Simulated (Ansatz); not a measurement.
# ZnCo3C (Pm-3m): relaxing the cell for a phonon run, part 2 of 2

Task: relax ZnCo3C (Pm-3m) tightly.

Ansatz 0.2.0; DFT PBEsol, scalar-relativistic, plane waves, PAW; PAW set soft_1.

So far. Step 6 (The orders compared): The start carried on is the ferromagnetic one. Step 7 (Probe on a coarse mesh): The coarse mesh shows no gap and a pressure of -8.0 GPa.

**8. Relaxation**

Harmonic phonons are second derivatives at a point where the forces vanish, and they are wanted at zero stress, so atoms and cell are relaxed first.

Input file input.yaml:

```yaml
crystal:
  lattice:
    - [3.72695436, 0.0, 0.0]
    - [0.0, 3.72695436, 0.0]
    - [0.0, 0.0, 3.72695436]
  atoms:
    - { symbol: Zn, position: [0.0, 0.0, 0.0] }
    - { symbol: Co, position: [0.0, 0.5, 0.5], spin: 0.39 }
    - { symbol: Co, position: [0.5, 0.5, 0.0], spin: 0.39 }
    - { symbol: Co, position: [0.5, 0.0, 0.5], spin: 0.39 }
    - { symbol: C, position: [0.5, 0.5, 0.5] }
kpoints:
  mp_grid: { grid: [10, 10, 10] }
hamiltonian:
  xc: pbesol
  pseudopotentials: { kind: paw, azcp: { folder: soft_1 }, xc_functional: pbe }
scf:
  occupations: { method: gaussian, width: 0.1 }
output:
  forces: true
  stress: true
  eigenvalues: true
  populations: true
magnetization:
  spin_polarized: true
relax:
  adjacent_minimum: "off"
  f_tol: 0.005
  max_steps: 80
  cell: { stress_tol: 0.05 }
```

Started as:

```
$ ansatz run input.yaml --threads 4 --pin off --max-ram 10240MiB --backend cpu --events-out ev --progress --plain --runs-dir out
```

Numbers of over 12 decimals in the logs are rounded to 6 here.

The program printed:

```text
[...]
Crystal: 5 atoms, lattice volume = 51.768 Å³
Basis set: ecut = 420 eV, 1021 PW (Γ), exchange–correlation on 50×50×50 points (8 copies of the dense FFT grid, shifted against one another)
Bands: 41, of which v1, the nominal top of the filled ones, is band 34 counted from 1 (33 counted from 0)
Symmetry: 48 space group operations
[...]
k-points: 56 of 1000
[...]
Starting moments: Σ|m| = 1.17 μB on 3 of 5 sites
[...]
SCF iter   1: F=—  HF=-18803.987734 eV  |F-HF|=—  |Δ(HF+E_count)|=         —  Δρ=4.92e-2 (↑4.58e-2 ↓4.92e-2)  dr2=5.68e0  dr2_m=4.16e-2  M=1.182 μB ∫|m|=1.277 μB  β_m=0.30  ethr=3.10e-3  ⟨swp⟩=5.6  Hψ=17125  notcnv=0
[...]
SCF iter  14: F=-18806.879777 eV  HF=-18806.879777 eV  |F-HF|=2.96e-9  |Δ(HF+E_count)|=   6.69e-9  Δρ=1.91e-6 (↑1.91e-6 ↓1.81e-6)  dr2=4.10e-9  dr2_m=7.75e-12  M=1.048 μB ∫|m|=1.304 μB  ethr=7.97e-12  ⟨swp⟩=8.8  Hψ=18458  notcnv=0
SCF 1 converged in 14 iterations: F = -18806.879777 eV  dr2 = 4.10e-9
[...]
relax step   1: F+E_penalty+E_count = -18806.87977708 eV  Δ(F+E_penalty+E_count) = +0.000e0 eV  max|allowed force component| = 3.374e-28 eV/Å  Δτ_max = 0.0000 Å  P = -7.974 GPa  Ω = 51.768 Å³  (14 SCF iters, dr2 threshold 1.00e-7 eV, accepted)
Crystal: 5 atoms, lattice volume = 50.832 Å³
[...]
SCF iter  10: F=-18806.915871 eV  HF=-18806.915871 eV  |F-HF|=3.58e-7  |Δ(HF+E_count)|=   4.18e-7  Δρ=1.68e-5 (↑1.62e-5 ↓1.68e-5)  dr2=4.17e-7  dr2_m=5.78e-10  M=1.031 μB ∫|m|=1.277 μB  ethr=2.13e-10  ⟨swp⟩=5.7  Hψ=17885  notcnv=0
SCF 2 converged in 10 iterations: F = -18806.915871 eV  dr2 = 4.17e-7
relax step   2: F+E_penalty+E_count = -18806.91587068 eV  Δ(F+E_penalty+E_count) = -3.609e-2 eV  max|allowed force component| = 8.152e-30 eV/Å  Δτ_max = 0.0000 Å  P = -3.963 GPa  Ω = 50.832 Å³  energy of the carried Pulay correction = +1.015e-3 eV  (10 SCF iters, dr2 threshold 5.00e-7 eV, accepted)
Crystal: 5 atoms, lattice volume = 49.939 Å³
Basis set: ecut = 420 eV, 949 PW (Γ), exchange–correlation on 50×50×50 points (8 copies of the dense FFT grid, shifted against one another)
[...]
SCF iter  10: F=-18806.927329 eV  HF=-18806.927329 eV  |F-HF|=2.82e-7  |Δ(HF+E_count)|=   2.03e-7  Δρ=1.51e-5 (↑1.45e-5 ↓1.51e-5)  dr2=3.30e-7  dr2_m=4.71e-10  M=1.014 μB ∫|m|=1.250 μB  ethr=9.35e-11  ⟨swp⟩=5.7  Hψ=16684  notcnv=0
SCF 3 converged in 10 iterations: F = -18806.927329 eV  dr2 = 3.30e-7
[...]
relax step   3: F+E_penalty+E_count = -18806.92732911 eV  Δ(F+E_penalty+E_count) = -1.146e-2 eV  max|allowed force component| = 8.162e-29 eV/Å  Δτ_max = 0.0000 Å  P = +0.266 GPa  Ω = 49.939 Å³  energy of the carried Pulay correction = +1.999e-3 eV  (10 SCF iters, dr2 threshold 5.00e-7 eV, accepted)
[...]
relax step   4: F+E_penalty+E_count = -18806.92731527 eV  Δ(F+E_penalty+E_count) = +1.384e-5 eV  max|allowed force component| = 1.172e-28 eV/Å  Δτ_max = 0.0000 Å  P = +0.004 GPa  Ω = 49.993 Å³  energy of the carried Pulay correction = +1.940e-3 eV  (8 SCF iters, dr2 threshold 1.78e-7 eV, accepted)
[...]
SCF iter   9: F=-18806.925476 eV  HF=-18806.925476 eV  |F-HF|=2.55e-11  |Δ(HF+E_count)|=  8.37e-11  Δρ=1.52e-7 (↑1.52e-7 ↓1.21e-7)  dr2=2.65e-11  dr2_m=1.53e-13  M=1.015 μB ∫|m|=1.252 μB  ethr=1.00e-12  ⟨swp⟩=3.4  Hψ=17633  notcnv=0
SCF 5 converged in 9 iterations: F = -18806.925476 eV  dr2 = 2.65e-11
relax step   5: F+E_penalty+E_count = -18806.92547574 eV  Δ(F+E_penalty+E_count) = +1.840e-3 eV  max|allowed force component| = 1.433e-28 eV/Å  Δτ_max = 0.0000 Å  P = -0.011 GPa  Ω = 49.993 Å³  stress off target by 1.14e-2 GPa  SCF on the basis re-selected at this cell (its energy is not comparable with the rows above)  (9 SCF iters)
basis re-selected at this cell: Δ(F+E_penalty+E_count) = +1.840e-3 eV, ΔP = -0.015 GPa vs the last step (what re-selecting the basis moved, of the pressure what is left beyond the Pulay correction that the steps carried, after the strain that the cell walked since its last selection, with what the two solves' SCF thresholds leave and, on support functions, any second-order correction that the steps lacked; it is no m [...]
SCF converged after 9 iterations
Magnetization: 1.0152 μB (34.0076 up, 32.9924 down)
Absolute magnetization: 1.2519 μB (∫|ρ↑−ρ↓|, with the PAW one-centre terms)
[...]
Per-site moments (μB) at R_I (Å): [(-0.020232, 1.074511), (0.352548, 0.759794), (0.352548, 0.759794), (0.352548, 0.759794), (-0.032952, 0.759794)]
Free energy (F): -18806.925476 eV
[...]
Internal energy: -18806.910437 eV  (E = F + TS)
E sigma→0 (E₀):  -18806.917956 eV
Entropy (-TS):   -0.015039 eV (-3.008 meV/atom)
Fermi energy:    16.763936 eV
[...]
--- Stress (GPa, compression-positive) ---
       -0.011396      -0.000000       0.000000
       -0.000000      -0.011396      -0.000000
        0.000000      -0.000000      -0.011396
  P = ⅓ Tr σ = -0.0114 GPa (-0.114 kbar)
--- Band table (eV; the first three rows and the last of 112) ---
  k-point 0 ↑: bands = [... 30 lower, 16.0191, 16.0191, 16.5827, 16.5827, 16.5827, 16.7834, 20.7438, 21.7040, ... 3 higher]
  k-point 1 ↑: bands = [... 30 lower, 15.9924, 16.0028, 16.5828, 16.6557, 16.6557, 16.7384, 20.6511, 21.5481, ... 3 higher]
  k-point 2 ↑: bands = [... 30 lower, 15.9142, 15.9598, 16.5831, 16.6070, 16.8743, 16.8743, 20.5510, 21.3903, ... 3 higher]
  k-point 55 ↓: bands = [... 30 lower, 15.3612, 16.5917, 16.5917, 17.1033, 17.1033, 17.1033, 19.5533, 19.5533, ... 3 higher]
--- Relaxed structure (4 steps of the walk, 4 accepted, 1 SCFs on fresh bases) ---
  F+E_penalty+E_count = -18806.92547574 eV   max|allowed force component| = 1.433e-28 eV/Å   (the final SCF, on the basis selected at the relaxed cell)
  cell:  # Å, volume = 49.9926 Å³
    - [3.683851, 0, 0]
    - [0, 3.683851, 0.0]
    - [0, 0, 3.683851]
  atoms:
    - { symbol: Zn, position: [0, 0, 0] }
    - { symbol: Co, position: [0, 0.500000, 0.500000] }
    - { symbol: Co, position: [0.500000, 0.500000, 0] }
    - { symbol: Co, position: [0.500000, 0, 0.500000] }
    - { symbol: C, position: [0.500000, 0.500000, 0.500000] }
--- Löwdin populations: 5 sites ---
  site symbol       q [e]    m [muB]
     0     Zn     11.0459    -0.0068
     1     Co     16.6778     0.3756
     2     Co     16.6778     0.3756
     3     Co     16.6778     0.3756
     4      C      4.9833    -0.0549
  spilling = 0.013992 (of n_electrons = 67.000000)
```

Wall time 28 s (4 threads of Arm Neoverse V1, shared host); peak memory 0.51 GiB; 1.8 min of CPU time.

Relaxation path:

```csv
step,energy less that of the first step (eV),largest force component (eV/Å),pressure (GPa),volume (Å³)
1,0.0000,0.0000,-7.97,51.77
2,-0.0361,0.0000,-3.96,50.83
3,-0.0476,0.0000,0.27,49.94
4,-0.0475,0.0000,0.00,49.99
5*,-0.0457,0.0000,-0.01,49.99
```

Relaxation steps marked * repeat the geometry before them on a plane-wave basis chosen anew for their cell, so energy and pressure can jump there.

Forces are held to the 48 operations that the run works with; a distortion that breaks them can't arise in this run.

```csv
"conventional cell, symmetrised",before,after,change
a (Å),3.727,3.684,-1.2 %
b (Å),3.727,3.684,-1.2 %
c (Å),3.727,3.684,-1.2 %
volume (Å³/atom),10.35,10.00,-3.4 %
```

Numbers from this step:

| Item | Value |
| --- | --- |
| magnetization | 1.015 μB |
| absolute magnetization | 1.252 μB |
| site moments | -0.02023, 0.3525, 0.3525, 0.3525, -0.03295 μB |
| pressure | -0.01140 GPa |
| volume per atom | 9.999 Å³ |

In this step the volume went from 10.35 to 10.00 Å³/atom.

**9. Relaxing to small forces for the phonons**

Phonons need a cell at rest on their own settings, so the relaxation is repeated with tight tolerances on forces and stress, using the mesh and the filling of the phonon run that follows.

input.yaml, the sections that differ from step 8:

```yaml
crystal:
  lattice:
    - [3.6838508971, 0.0, 0.0]
    - [0.0, 3.6838508971, 0.0]
    - [0.0, 0.0, 3.6838508971]
  atoms:
    - { symbol: Zn, position: [0.0, 0.0, 0.0] }
    - { symbol: Co, position: [0.0, 0.5, 0.5], spin: 0.39 }
    - { symbol: Co, position: [0.5, 0.5, 0.0], spin: 0.39 }
    - { symbol: Co, position: [0.5, 0.0, 0.5], spin: 0.39 }
    - { symbol: C, position: [0.5, 0.5, 0.5] }
kpoints:
  mp_grid: { grid: [12, 12, 12] }
scf:
  occupations: { method: gaussian, width: 0.15 }
relax:
  adjacent_minimum: "off"
  f_tol: 0.001
  max_steps: 60
  cell: { stress_tol: 0.01 }
# hamiltonian, output, magnetization: as in step 8
```

The program printed:

```text
[...]
Crystal: 5 atoms, lattice volume = 49.993 Å³
Basis set: ecut = 420 eV, 949 PW (Γ), exchange–correlation on 50×50×50 points (8 copies of the dense FFT grid, shifted against one another)
Bands: 41, of which v1, the nominal top of the filled ones, is band 34 counted from 1 (33 counted from 0)
Symmetry: 48 space group operations
[...]
- { symbol: Co, position: [0.500000, 0, 0.500000] }
    - { symbol: C, position: [0.500000, 0.500000, 0.500000] }
--- Löwdin populations: 5 sites ---
  site symbol       q [e]    m [muB]
     0     Zn     11.0463    -0.0068
     1     Co     16.6777     0.3613
     2     Co     16.6777     0.3613
     3     Co     16.6777     0.3613
     4      C      4.9833    -0.0523
  spilling = 0.013991 (of n_electrons = 67.000000)
[key lines of the parts left out:]
SCF converged after 8 iterations
Magnetization: 0.9769 μB (33.9885 up, 33.0115 down)
Free energy (F): -18806.935479 eV
Fermi energy:    16.763687 eV
P = ⅓ Tr σ = 0.0065 GPa (0.065 kbar)
```

Elapsed: 24 s, on 4 threads; peak memory 0.57 GiB.

Little changed from the start: no atom moved by 0.005 Å and no cell edge by 0.1 %.

This step gave:

| Property | Result |
| --- | --- |
| magnetization | 0.9769 μB |
| absolute magnetization | 1.203 μB |
| site moments | -0.01946, 0.3389, 0.3389, 0.3389, -0.03147 μB |
| pressure | 0.006495 GPa |

The forces vanish by symmetry and the pressure is 0.006 GPa, within the tolerances set. The cell now holds 10.00 Å³/atom.

**10. Outcome**

```json
{"space group after relaxation (within 0.01 Å)": "Pm-3m", "lattice constant a": "3.684 Å", "lattice constant b": "3.684 Å", "lattice constant c": "3.684 Å", "volume per atom": "10.00 Å³"}
```

In words: The forces vanish by symmetry and the pressure is 0.006 GPa, within the tolerances set. The cell now holds 10.00 Å³/atom. The relaxation keeps the symmetry of its start, so it says nothing on stability against lower symmetry. The magnetic state is the one that the run reached from its starting moments; a lower one was not ruled out. The PAW files were made for PBE and serve the other functionals too.

[Logs are printed without paths, hosts, clocks, repeated set-up lines and the standing remarks that a program may print on its own settings, such as how far it seeks lower states.]

[Hosts, paths, dates, database ids (printed as entryN), source tags and the programs' standing remarks are cut or masked in the printed files.]
